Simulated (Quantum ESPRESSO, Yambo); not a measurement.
An input for Yambo 5.3.0 (NbInO4 (P2/c)):

```
optics
bss
bse
em1s
dipoles
rim_cut
RandQpts= 1000000
RandGvec= 1 RL
Chimod= "HARTREE"
BSKmod= "SEX"
BSEmod= "resonant"
BSSmod= "d"
BSENGexx= 30 Ry
BSENGBlk= 4 Ry
% BSEQptR
 1 | 1 |
%
% BSEBands
 47 | 66 |
%
% BEnRange
 0 | 9 | eV
%
% BDmRange
 0.1 | 0.1 | eV
%
BEnSteps= 181
% BLongDir
 1 | 0 | 0 |
%
% BndsRnXs
 1 | 111 |
%
NGsBlkXs= 4 Ry
% LongDrXs
 1 | 1 | 1 |
%
% KfnQP_E
 1.623 | 1.0 | 1.0 |
%
WRbsWF
```

```sh
OMP_NUM_THREADS=2 mpirun -n 2 yambo -F bse12.in -J bse12 -C bse12 > bse12.log
```

The stored states that it reads are on a 4×4×4 mesh. Symmetry: P2/c, No. 13, monoclinic system. Conventional cell: a = 4.835 Å, b = 5.771 Å, c = 5.144 Å, α = 90.00°, β = 91.13°, γ = 90.00°. Nb has 6 O at 1.88 to 2.15 Å nearest. In has 6 O at 2.10 to 2.23 Å nearest. Nearest to O lie 1 Nb at 1.88 Å and 2 In at 2.15 to 2.23 Å. Nearest to O lie 2 Nb at 1.98 to 2.15 Å and 1 In at 2.10 Å. Farther neighbours and most contacts between anions are not listed.

**Question.** Estimate wall time and host memory on 2 MPI ranks of Arm Neoverse V1, shared host.

It took 32 min; on shared hardware allow 16 min to 64 min. Peak host memory was 3.1 GiB.

The kernel grows as the square of the matrix size, and full diagonalisation as its cube.

[Paths, hosts, dates, memory and timing lines, banners, echoed tables and standing remarks are left out of the program output.]

[Logs are printed without paths, hosts, clocks, repeated set-up lines and the standing remarks that a program may print on its own settings, such as how far it seeks lower states.]

[Runs of the session that timed out or met a known fault of the program may be left out.]

[Hosts, paths, dates, database ids (printed as entryN), source tags and the programs' standing remarks are cut or masked in the printed files.]
